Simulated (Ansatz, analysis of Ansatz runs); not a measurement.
**Migration in AlBO3 (R-3c): V_O hop (2.4 Å), charge +2**

Wanted: path and barrier of a jump of O in AlBO3 (R-3c) at charge +2. The case: V_O hop (2.4 Å), in a cell of 80 host atoms with 1 O taken out.

Calculated with Ansatz 0.2.0; plane-wave PAW DFT, PBEsol; nudged elastic band between two relaxed defect structures at fixed charge in a uniform background.

Most raw output is cut from this account.

### Step 1. Starting point

The cell holds 79 atoms: 16 Al, 16 B and 47 O. Its edges and angles: a = 10.516 Å, b = 10.516 Å, c = 10.516 Å, α = 50.4°, β = 50.4°, γ = 50.4°. It derives from AlBO3 (space group R-3c). Nearest the centre at fractional (0.702, 0.548, 0.125): B62 at 0.69 Å, O79 at 1.19 Å, O26 at 2.07 Å, Al21 at 2.32 Å, Al42 at 2.32 Å, O45 at 2.40 Å, O46 at 2.45 Å, O67 at 2.45 Å. The cell carries charge +2.

The cell's shortest repeat is 9.0 Å.

### Step 2. Relaxation of the start point, charge +2

The ends come first: from an unrelaxed start the top is counted from too high an energy, and the barrier comes out too low. Small random displacements break the symmetry of the ideal sites, so that the defect can distort if it gains by it. The charge of +2 is set by the electron count, and a uniform background keeps the cell neutral.

File qp2.start/input.yaml:

```yaml
crystal:
  lattice:
    - [4.47530425, 2.58381811, 9.15826506]
    - [-4.47530425, 2.58381811, 9.15826506]
    - [0.0, -5.16763623, 9.15826506]
  atoms:
    - { symbol: Al, position: [0.0, 0.0, 0.0] }
    - { symbol: Al, position: [0.25, 0.25, 0.25] }
    - { symbol: B, position: [0.125, 0.125, 0.125] }
    - { symbol: B, position: [0.375, 0.375, 0.375] }
    - { symbol: O, position: [0.125, 0.47063163, 0.27936837] }
    - { symbol: O, position: [0.47063163, 0.27936837, 0.125] }
    - { symbol: O, position: [0.22063163, 0.375, 0.02936837] }
    - { symbol: O, position: [0.375, 0.02936837, 0.22063163] }
[... 67 atom lines left out ...]
    - { symbol: O, position: [0.72063163, 0.875, 0.52936837] }
    - { symbol: O, position: [0.875, 0.52936837, 0.72063163] }
    - { symbol: O, position: [0.52936837, 0.72063163, 0.875] }
    - { symbol: O, position: [0.77936837, 0.625, 0.97063163] }
total_charge: 2
basis:
  ecutwfc: 420
  xc_grid: 2
hamiltonian:
  xc: pbesol
kpoints:
  mp_grid: { grid: [1, 1, 1], shift: [0.25, 0.25, 0.25] }
scf:
  occupations: { method: fixed }
  max_iter: 150
output:
  forces: true
relax:
  f_tol: 0.02
  max_steps: 70
  random_displacement: { amplitude: 0.03, seed: 8995 }
```

Started as:

```console
> ansatz run input.yaml --threads 4 --pin off --max-ram 14131MiB --backend cpu --events-out ev --progress --plain --runs-dir out
```

Elapsed: 33 s, on 4 threads of Intel Xeon Platinum 8559C (Emerald Rapids), shared host; peak memory 1.2 GiB.

Residual by cycle:

cycle, log10 residual and a bar from the least value:
```
        1        0.9 ##############################
       15       -0.6 ##############
       28        0.7 ############################
       42       -1.8 ##
       55       -1.8 ###
       69        0.6 ###########################
       82       -2.0 
       96       -1.9 ##
      109       -1.9 #
      123       -2.0 
      136       -1.9 #
      150       -1.9 ##
```

The run stopped without converging, so none of its numbers is a property of the system.

After 150 cycles the residual stands at 0.013, against 4.4 at cycle 76 and a least value of 0.0028. The cap of 150 cycles in the input ended the loop.

The program's message: “Error: did not converge after 150 iterations: dr2 = 1.33e-2 (threshold 1.00e-5), under the density mixer `msr1`, which `scf.mixing.algorithm: auto` chose by the deck's other keys (type `scf.mixing.alg …”

### Step 3. Relaxation of the start point, charge +2

A barrier is counted from a minimum, so both ends are relaxed first. Small random displacements break the symmetry of the ideal sites, so that the defect can distort if it gains by it. The charge of +2 is set by the electron count, and a uniform background keeps the cell neutral. A width of 0.01 eV lets levels that lie close at the Fermi energy share an electron.

File qp2.start_smeared/input.yaml:

```yaml
crystal:
  lattice:
    - [4.47530425, 2.58381811, 9.15826506]
    - [-4.47530425, 2.58381811, 9.15826506]
    - [0.0, -5.16763623, 9.15826506]
  atoms:
    - { symbol: Al, position: [0.0, 0.0, 0.0] }
    - { symbol: Al, position: [0.25, 0.25, 0.25] }
[... 18 atom lines left out ...]
    - { symbol: Al, position: [0.0, 0.5, 0.0] }
[... 4 atom lines left out ...]
    - { symbol: O, position: [0.47063163, 0.77936837, 0.125] }
[... 1 atom line left out ...]
    - { symbol: O, position: [0.375, 0.52936837, 0.22063163] }
[... 13 atom lines left out ...]
    - { symbol: Al, position: [0.75, 0.25, 0.25] }
[... 2 atom lines left out ...]
    - { symbol: O, position: [0.97063163, 0.27936837, 0.125] }
    - { symbol: O, position: [0.72063163, 0.375, 0.02936837] }
[... 15 atom lines left out ...]
    - { symbol: B, position: [0.625, 0.625, 0.125] }
[... 3 atom lines left out ...]
    - { symbol: O, position: [0.72063163, 0.875, 0.02936837] }
    - { symbol: O, position: [0.875, 0.52936837, 0.22063163] }
[... 2 atom lines left out ...]
    - { symbol: Al, position: [0.5, 0.5, 0.5] }
    - { symbol: Al, position: [0.75, 0.75, 0.75] }
[... 7 atom lines left out ...]
    - { symbol: O, position: [0.77936837, 0.625, 0.97063163] }
total_charge: 2
basis:
  ecutwfc: 420
  xc_grid: 2
hamiltonian:
  xc: pbesol
kpoints:
  mp_grid: { grid: [1, 1, 1], shift: [0.25, 0.25, 0.25] }
scf:
  occupations: { method: fermi_dirac, width: 0.01 }
  max_iter: 150
output:
  forces: true
relax:
  f_tol: 0.02
  max_steps: 70
  random_displacement: { amplitude: 0.03, seed: 8995 }
```

The job ended after 64 s (4 threads; peak memory 1.3 GiB).

Step by step:

```
step  energy less that of the first step (eV)  largest force component (eV/Å)
   1                                   0.0000                          3.1942
   2                                  -2.1704                          3.8916
   3                                  -3.8781                          1.8882
   4                                  -4.2459                          1.4210
   5                                  -4.3950                          1.5541
   6                                  -4.5081                          0.3075
   7                                  -4.5203                          0.0950
   8                                  -4.5232                          0.0465
   9                                  -4.5241                          0.0724
  10                                  -4.5634                          0.5284
  11                                  -4.6848                          0.9123
  12                                  -4.8440                          0.9804
  13                                  -4.9976                          1.0959
  14                                  -5.0867                          2.5910
  15                                  -5.1941                          0.2368
  16                                  -5.2026                          0.2645
  17                                  -5.2062                          0.1011
  18                                  -5.2036                          0.2438
  19                                  -5.2067                          0.0143
```

Relaxation step 18 was tried and not accepted.

The atoms that moved most (Å, from the sites as typed, ahead of the random displacement):

```
atom      dx      dy      dz  length
 B62  -0.460   0.657  -0.625   1.017
 O78   0.023  -0.066   0.326   0.333
Al70  -0.094  -0.169   0.202   0.280
Al42   0.213   0.004  -0.175   0.276
Al71   0.091   0.232   0.008   0.249
 O79  -0.059   0.070  -0.128   0.158
 O67  -0.057  -0.056  -0.122   0.146
 O38  -0.046  -0.089   0.106   0.146
```

Neighbours of O79 at the end:

```
atom  distance (Å)
 B62         1.345
Al71         1.926
Al21         2.003
 O78         2.349
 O26         2.434
 O46         2.636
 O74         2.651
 O77         2.671
 O15         2.695
 B53         2.706
 O75         2.709
```

Among the atoms that came to bonding distance: O78–B62 1.50 Å (from 2.76).

This step gave:

```yaml
free_energy: -37310.0677 eV
r_m_s_move_of_the_farther_half_of_the_atoms: 0.05313 Å
largest_move_from_the_ideal_geometry_of_this_structure_a_common_shift_of_the_far_atoms_taken_out: 1.036 Å
```

The relaxation gained 5.207 eV and ended with a largest force component of 0.014 eV/Å.

### Step 4. Relaxation of the end point, charge +2

The end point is relaxed in the same cell and settings, so that the two energies compare. Atoms more than 3.2 Å from the middle of the hop start where the first relaxation left them, the nearer ones on or close to their ideal places, with small random displacements.

qp2.end/input.yaml, as its differences from qp2.start_smeared/input.yaml of step 3:

```diff
@@ -6,4 +6,4 @@
   atoms:
-    - { symbol: Al, position: [0.0, 0.0, 0.0] }
-    - { symbol: Al, position: [0.25, 0.25, 0.25] }
+    - { symbol: Al, position: [0.00161749, -0.0021902, -0.00648168] }
+    - { symbol: Al, position: [0.24595075, 0.24903085, 0.25377576] }
 [... 18 atom lines left out ...]
@@ -28,3 +28,3 @@
 [... 7 atom lines left out ...]
-    - { symbol: O, position: [0.77936837, 0.625, 0.97063163] }
+    - { symbol: O, position: [0.625, 0.471048, 1.278952] }
 total_charge: 2
@@ -45,2 +45,2 @@
   max_steps: 70
-  random_displacement: { amplitude: 0.03, seed: 8995 }
+  random_displacement: { amplitude: 0.01, seed: 8995 }
```

It took 43 s on 4 threads; peak memory 1.4 GiB.

Step by step:

```
step  energy less that of the first step (eV)  largest force component (eV/Å)
   1                                   0.0000                          3.7680
   2                                  -2.3979                          4.2117
   3                                  -4.0157                          1.8479
   4                                  -4.3651                          1.1737
   5                                  -4.5157                          0.7051
   6                                  -4.7078                          0.7910
   7                                  -4.9580                          1.3936
   8                                  -4.9229                          3.5162
   9                                  -5.1956                          0.9570
  10                                  -5.2558                          0.0778
  11                                  -5.2581                          0.0479
  12                                  -5.2585                          0.0113
```

Relaxation step 8 was tried and not accepted.

The atoms that moved most (Å, from the sites as typed, ahead of the random displacement):

```
atom      dx      dy      dz  length
 B62  -0.341  -0.721  -0.624   1.013
 O28   0.043   0.060   0.326   0.334
Al71  -0.113   0.189  -0.175   0.281
Al21   0.191   0.009   0.203   0.279
Al22  -0.216  -0.014  -0.009   0.216
Al60  -0.024   0.193   0.008   0.195
 O75  -0.065  -0.173  -0.050   0.192
  O7   0.139   0.063   0.107   0.186
```

Neighbours of O79 at the end:

```
atom  distance (Å)
 B62         1.337
Al42         1.903
Al70         1.988
 O28         2.401
 O26         2.434
 O45         2.627
 O49         2.656
 O46         2.679
 O16         2.680
  B4         2.693
 O67         2.708
 O48         2.722
```

Among the atoms that came to bonding distance: O28–B62 1.50 Å (from 2.76).

Numbers from this step:

```
free energy                                                                                       : -37310.0677 eV
r.m.s. move of the farther half of the atoms                                                      : 0.05478 Å
largest move from the ideal geometry of this structure, a common shift of the far atoms taken out : 1.031 Å
```

The relaxation gained 5.258 eV and ended with a largest force component of 0.011 eV/Å. The end lies within 1 meV of the start.

### Step 5. Nudged elastic band, charge +2

5 movable images are laid between the ends on a pair-potential path, which keeps atoms from colliding in the first guess. Each image feels the true force across the path and a spring force along it. The highest image is set to climb to the top of the path.

This step: plane-wave PAW DFT, PBEsol; nudged elastic band between two relaxed defect structures at fixed charge in a uniform background.

File qp2.neb/input.yaml:

```yaml
crystal:
  lattice:
    - [4.47530425, 2.58381811, 9.15826506]
    - [-4.47530425, 2.58381811, 9.15826506]
    - [0.0, -5.16763623, 9.15826506]
  atoms:
    - { symbol: Al, position: [0.00215642, -0.00414365, -0.00411073] }
    - { symbol: Al, position: [0.24648967, 0.24707741, 0.25614671] }
    - { symbol: B, position: [0.12370394, 0.12867975, 0.12312869] }
    - { symbol: B, position: [0.38185393, 0.37213082, 0.37659944] }
    - { symbol: O, position: [0.12633177, 0.46677466, 0.28227561] }
    - { symbol: O, position: [0.46988138, 0.27257513, 0.13089574] }
    - { symbol: O, position: [0.21309124, 0.37424867, 0.03850429] }
    - { symbol: O, position: [0.3728263, 0.02803591, 0.22428214] }
    - { symbol: O, position: [0.0250341, 0.22240195, 0.37776734] }
    - { symbol: O, position: [0.28023803, 0.12296873, 0.47312774] }
    - { symbol: Al, position: [0.00182873, 0.00397565, 0.49872916] }
    - { symbol: Al, position: [0.24987125, 0.25319827, 0.74883367] }
    - { symbol: B, position: [0.12555997, 0.12324089, 0.62644208] }
    - { symbol: B, position: [0.36833376, 0.37493976, 0.88784819] }
    - { symbol: O, position: [0.1254262, 0.47375241, 0.77881191] }
    - { symbol: O, position: [0.47278333, 0.29008027, 0.61659869] }
    - { symbol: O, position: [0.22622275, 0.37230539, 0.528562] }
    - { symbol: O, position: [0.37978009, 0.02677413, 0.72086821] }
    - { symbol: O, position: [0.03104513, 0.21921466, 0.87441479] }
    - { symbol: O, position: [0.27885602, 0.12861912, 0.96899697] }
    - { symbol: Al, position: [-0.00720616, 0.50419335, 0.00210158] }
    - { symbol: Al, position: [0.24642435, 0.75130586, 0.25501961] }
    - { symbol: B, position: [0.12601239, 0.62144561, 0.12864202] }
    - { symbol: B, position: [0.37349335, 0.87427533, 0.37878966] }
    - { symbol: O, position: [0.12203612, 0.97456005, 0.27803694] }
    - { symbol: O, position: [0.46391657, 0.78238764, 0.1282598] }
    - { symbol: O, position: [0.22211565, 0.87333074, 0.03042901] }
    - { symbol: O, position: [0.38869859, 0.52684168, 0.22129759] }
    - { symbol: O, position: [0.03539767, 0.711913, 0.3765938] }
    - { symbol: O, position: [0.28868783, 0.62353094, 0.46917423] }
    - { symbol: Al, position: [0.00317161, 0.49255296, 0.50130009] }
    - { symbol: Al, position: [0.24678312, 0.75211693, 0.75656255] }
    - { symbol: B, position: [0.13256882, 0.62497146, 0.62277465] }
    - { symbol: B, position: [0.37276263, 0.88278061, 0.87945454] }
    - { symbol: O, position: [0.12598807, 0.96878965, 0.7810711] }
    - { symbol: O, position: [0.47289398, 0.77668175, 0.63545636] }
    - { symbol: O, position: [0.22016231, 0.87481149, 0.53359302] }
    - { symbol: O, position: [0.36820929, 0.53261218, 0.73585288] }
    - { symbol: O, position: [0.02579218, 0.72057607, 0.87766491] }
    - { symbol: O, position: [0.28306999, 0.62311289, 0.97606132] }
    - { symbol: Al, position: [0.49860522, 0.00700451, 0.00139241] }
    - { symbol: Al, position: [0.76794513, 0.22004744, 0.24297858] }
    - { symbol: B, position: [0.62526825, 0.11801583, 0.12824362] }
    - { symbol: B, position: [0.86896042, 0.37442239, 0.37764177] }
    - { symbol: O, position: [0.96472859, 0.28253166, 0.12276888] }
    - { symbol: O, position: [0.72260705, 0.37154631, 0.03118691] }
    - { symbol: O, position: [0.88312612, 0.01527621, 0.21550577] }
    - { symbol: O, position: [0.53671356, 0.21698391, 0.37407133] }
    - { symbol: O, position: [0.77830704, 0.13433196, 0.45977888] }
    - { symbol: Al, position: [0.49982471, -0.0026068, 0.50035578] }
    - { symbol: Al, position: [0.75039617, 0.24765891, 0.75343275] }
    - { symbol: B, position: [0.62587641, 0.13296234, 0.618019] }
    - { symbol: B, position: [0.87751808, 0.37388478, 0.87323538] }
    - { symbol: O, position: [0.62710379, 0.46826163, 0.7845549] }
    - { symbol: O, position: [0.97083901, 0.2763842, 0.62726654] }
    - { symbol: O, position: [0.71501534, 0.37515278, 0.53367082] }
    - { symbol: O, position: [0.87347458, 0.03030285, 0.72139789] }
    - { symbol: O, position: [0.52502592, 0.22397109, 0.87898964] }
    - { symbol: O, position: [0.77877565, 0.12153486, 0.97321173] }
    - { symbol: Al, position: [0.50024569, 0.48339862, 0.00961412] }
    - { symbol: Al, position: [0.74867672, 0.74628001, 0.2513967] }
    - { symbol: B, position: [0.59351438, 0.69591815, 0.01741924] }
    - { symbol: B, position: [0.88102712, 0.86330181, 0.37118973] }
    - { symbol: O, position: [0.62518261, 0.96486896, 0.28283933] }
    - { symbol: O, position: [0.97130994, 0.77428775, 0.12594452] }
    - { symbol: O, position: [0.71740033, 0.87491409, 0.03038517] }
    - { symbol: O, position: [0.86088912, 0.52760168, 0.22329082] }
    - { symbol: O, position: [0.52691808, 0.71777112, 0.38103442] }
    - { symbol: O, position: [0.78001539, 0.6207834, 0.47272541] }
    - { symbol: Al, position: [0.48622454, 0.50687677, 0.52911249] }
    - { symbol: Al, position: [0.77566349, 0.75511223, 0.72027034] }
    - { symbol: B, position: [0.62769729, 0.62251732, 0.6289804] }
    - { symbol: B, position: [0.87207687, 0.87585024, 0.87625338] }
    - { symbol: O, position: [0.6291411, 0.97742521, 0.77066999] }
    - { symbol: O, position: [0.98084817, 0.78251137, 0.61546512] }
    - { symbol: O, position: [0.72561651, 0.87267115, 0.5238191] }
    - { symbol: O, position: [0.87752216, 0.52805419, 0.71798102] }
    - { symbol: O, position: [0.53981014, 0.72560396, 0.89525516] }
    - { symbol: O, position: [0.77284778, 0.63143979, 0.95683645] }
total_charge: 2
basis:
  ecutwfc: 420
  xc_grid: 2
hamiltonian:
  xc: pbesol
kpoints:
  mp_grid: { grid: [1, 1, 1], shift: [0.25, 0.25, 0.25] }
scf:
  occupations: { method: fermi_dirac, width: 0.01 }
  max_iter: 150
output:
  forces: true
neb:
  images: 5
  f_tol: 0.04
  climbing: true
  initial_path: idpp
  max_iterations: 45
  order_check: false
  final_atoms:
    - { symbol: Al, position: [7.63e-05, -0.00017218, -0.00252722] }
    - { symbol: Al, position: [0.25533327, 0.24342633, 0.25708341] }
[... 18 atom lines left out ...]
    - { symbol: Al, position: [0.02789478, 0.48283318, 0.01185019] }
[... 4 atom lines left out ...]
    - { symbol: O, position: [0.45568446, 0.76937645, 0.1364779] }
[... 1 atom line left out ...]
    - { symbol: O, position: [0.3941109, 0.53645124, 0.23045908] }
[... 13 atom lines left out ...]
    - { symbol: Al, position: [0.75390241, 0.24297559, 0.25625341] }
[... 1 atom line left out ...]
    - { symbol: B, position: [0.87754754, 0.37006087, 0.37924995] }
    - { symbol: O, position: [0.96801908, 0.28525075, 0.12848694] }
    - { symbol: O, position: [0.72011727, 0.38535363, 0.0317944] }
[... 15 atom lines left out ...]
    - { symbol: B, position: [0.51620436, 0.59005472, 0.20101895] }
[... 3 atom lines left out ...]
    - { symbol: O, position: [0.72209516, 0.85751118, 0.03256503] }
    - { symbol: O, position: [0.87979629, 0.52350634, 0.2227399] }
[... 10 atom lines left out ...]
    - { symbol: O, position: [0.52996269, 0.71929981, 0.87646387] }
    - { symbol: O, position: [0.62706172, 0.46039668, 1.28747431] }
```

It took 7.8 min on 4 threads; peak memory 4.3 GiB; 20 min of CPU time.

Images along the path:

```
image  path (Å)  energy (eV)       O79: x, y, z (Å)
    0     0.000       0.0000  0.633, -1.316, 21.624
    1     0.491       0.3651  0.704, -1.630, 21.593
    2     0.982       1.0938  0.783, -2.023, 21.584
    3     1.475       1.4480  0.841, -2.408, 21.530
    4     2.125       1.0652  0.870, -2.867, 21.547
    5     2.774       0.4593  0.832, -3.383, 21.662
    6     3.423       0.0000  0.746, -3.843, 21.750
```

Read from the output:

```yaml
free_energy: -37308.6197 eV
barrier_forward: 1.448 eV
barrier_backward: 1.448 eV
end_less_start: -1.63e-6 eV
hop_length: 2.533 Å
```

(Continued in part 2 of 2.)

[Logs are printed without paths, hosts, clocks, repeated set-up lines and the standing remarks that a program may print on its own settings, such as how far it seeks lower states.]

[Hosts, paths, dates, database ids (printed as entryN), source tags and the programs' standing remarks are cut or masked in the printed files.]
